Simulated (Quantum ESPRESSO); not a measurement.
# Fe3Ge: energy against a fixed spin moment

Aim: the energy of Fe3Ge as a function of the total spin moment of its primitive cell.

Main program and level: Quantum ESPRESSO 7.5; PBEsol; plane waves with GBRV 1.5 PBEsol potentials, no spin-orbit coupling.

Report form: the programs' logs are mostly left out.

**1. Starting point**

It takes space group Pm-3m (No. 221, cubic). Conventional cell: a = 3.661 Å, b = 3.661 Å, c = 3.661 Å, α = 90.00°, β = 90.00°, γ = 90.00°. Nearest to Fe lie 4 Ge at 2.59 Å and 8 Fe at 2.59 Å. Nearest to Ge lie 12 Fe at 2.59 Å. Farther neighbours are not listed.

The cell comes from Materials Project 2023-11-01, a database of computed structures, and need not be the stable phase.

**2. The free run**

pw.in

```
&CONTROL
  calculation = 'scf'
  prefix = 'pwscf'
  outdir = './tmp'
  pseudo_dir = './pseudo'
  disk_io = 'nowf'
  tprnfor = .true.
  tstress = .true.
/
&SYSTEM
  ibrav = 0
  nat = 4
  ntyp = 2
  ecutwfc = 40
  ecutrho = 280
  nbnd = 45
  occupations = 'smearing'
  smearing = 'fd'
  degauss = 0.00999582
  nspin = 2
  starting_magnetization(1) = 0.175
  starting_magnetization(2) = 0
/
&ELECTRONS
  conv_thr = 8d-09
  electron_maxstep = 150
  mixing_beta = 0.3
/
ATOMIC_SPECIES
Fe     55.8450 fe_pbesol_v1.5.uspp.F.UPF
Ge     72.6300 ge_pbesol_v1.4.uspp.F.UPF
CELL_PARAMETERS angstrom
   3.6605005200    0.0000000000    0.0000000000
   0.0000000000    3.6605005200    0.0000000000
   0.0000000000    0.0000000000    3.6605005200
ATOMIC_POSITIONS crystal
Fe      0.0000000000    0.5000000000    0.5000000000
Fe      0.5000000000    0.5000000000    0.0000000000
Fe      0.5000000000    0.0000000000    0.5000000000
Ge      0.0000000000    0.0000000000    0.0000000000
K_POINTS automatic
8 8 8 0 0 0
```

Run with:

```sh
$ OMP_NUM_THREADS=1 mpirun -n 2 pw.x -nk 2 -in pw.in > pw.out
```

The job ended after 39 s (2 MPI ranks of Arm Neoverse V2, shared host; peak memory 0.22 GiB; 78 s of CPU time).

Spin moment in the atom's sphere by atom:

| atom | spin moment in the atom's sphere (μB) |
| --- | --- |
| Fe1 | 2.26 |
| Fe2 | 2.26 |
| Fe3 | 2.26 |
| Ge4 | -0.12 |

This step gave:

```
smearing term TS       : 0.2031 eV
pressure               : -10.47 GPa
magnetization          : 6.598 μB
absolute magnetization : 7.094 μB
final state            : ferromagnetic
```

**3. Moment fixed at 0 μB**

The two spin channels are filled to separate Fermi energies, so that the total moment meets the target. Half of the up one less the down one is the slope dE/dM.

Edit pw.in of step 2 so:

```diff
@@ -20,4 +20,5 @@
   nspin = 2
-  starting_magnetization(1) = 0.175
+  starting_magnetization(1) = 0.0088
   starting_magnetization(2) = 0
+  tot_magnetization = 0
 /
```

Wall time 38 s (2 MPI ranks); peak memory 0.26 GiB; 77 s of CPU time.

Read from the output:

- magnetization: 0 μB
- absolute magnetization: 0 μB
- half the difference of the two Fermi energies: -0.1 meV
- largest moment: 0 μB

**4. Moment fixed at 1.484 μB**

Edit pw.in of step 3 so:

```diff
@@ -15,3 +15,3 @@
   ecutrho = 280
-  nbnd = 45
+  nbnd = 46
   occupations = 'smearing'
@@ -20,5 +20,5 @@
   nspin = 2
-  starting_magnetization(1) = 0.0088
+  starting_magnetization(1) = 0.0309
   starting_magnetization(2) = 0
-  tot_magnetization = 0
+  tot_magnetization = 1.484
 /
```

Elapsed: 49 s, on 2 MPI ranks; peak memory 0.27 GiB; 98 s of CPU time.

Spin moment in the atom's sphere by atom:

| atom | spin moment in the atom's sphere (μB) |
| --- | --- |
| Fe1 | 0.518 |
| Fe2 | 0.518 |
| Fe3 | 0.518 |
| Ge4 | -0.037 |

Read from the output:

- magnetization: 1.484 μB
- absolute magnetization: 1.647 μB
- half the difference of the two Fermi energies: -146.5 meV

**5. Moment fixed at 2.969 μB**

Edit pw.in of step 4 so:

```diff
@@ -15,3 +15,3 @@
   ecutrho = 280
-  nbnd = 46
+  nbnd = 47
   occupations = 'smearing'
@@ -20,5 +20,5 @@
   nspin = 2
-  starting_magnetization(1) = 0.0309
+  starting_magnetization(1) = 0.0619
   starting_magnetization(2) = 0
-  tot_magnetization = 1.484
+  tot_magnetization = 2.969
 /
```

Wall time 47 s (2 MPI ranks); peak memory 0.23 GiB; 94 s of CPU time.

This step gave:

| Property | Result |
| --- | --- |
| magnetization | 2.969 μB |
| absolute magnetization | 3.251 μB |
| half the difference of the two Fermi energies | -248.5 meV |
| largest moment | 1.028 μB |

**6. The curve**

The runs not shown differ in the target, the start and the number of states alone. The point at 6.60 μB is the free run, entered with slope zero.

Table of energy over the lowest by total spin moment:

| total spin moment (μB a cell) | energy over the lowest (meV a cell) |
| --- | --- |
| 0.00 | 1176 |
| 1.48 | 1065 |
| 2.97 | 762 |
| 4.45 | 379 |
| 5.94 | 55.9 |
| 6.60 | 0 |
| 7.42 | 77.6 |
| 8.91 | 717 |

The dE/dM by total spin moment:

| total spin moment (μB a cell) | dE/dM (meV/μB) |
| --- | --- |
| 0.00 | -0.0546 |
| 1.48 | -147 |
| 2.97 | -248 |
| 4.45 | -250 |
| 5.94 | -158 |
| 6.60 | 0 |
| 7.42 | 187 |
| 8.91 | 744 |

Largest site moment against total spin moment:

| total spin moment (μB a cell) | largest site moment (μB) |
| --- | --- |
| 0.00 | 3.4e-5 |
| 1.48 | 0.518 |
| 2.97 | 1.03 |
| 4.45 | 1.53 |
| 5.94 | 2.05 |
| 6.60 | 2.26 |
| 7.42 | 2.51 |
| 8.91 | 2.91 |

**7. What came out**

| Quantity | Value |
| --- | --- |
| moment of the free run | 6.60 μB a cell |
| energy at zero total moment | 1176 meV a cell over the lowest |
| ΔE/ΔM² from the lowest point to 7.42 and to 5.94 μB | 114 and 129 meV/μB² |

In words: At zero total moment the site moments vanish, so the 1176 meV a cell is the energy of forming them. The points show one minimum alone. All runs start parallel; opposed orders may lie lower. Energies are free energies at an electronic temperature of 1580 K, which lowers moments and differences where the moments are itinerant.

[Logs and program files are shortened in this print: banners, set-up blocks, solver, clock and traceback lines can be left out without a mark of their own.]

[Logs are printed without paths, hosts, clocks, repeated set-up lines and the standing remarks that a program may print on its own settings, such as how far it seeks lower states.]

[Hosts, paths, dates, database ids (printed as entryN), source tags and the programs' standing remarks are cut or masked in the printed files.]

[Where a cell is said to come from a database of computed structures, the database is the Materials Project.]
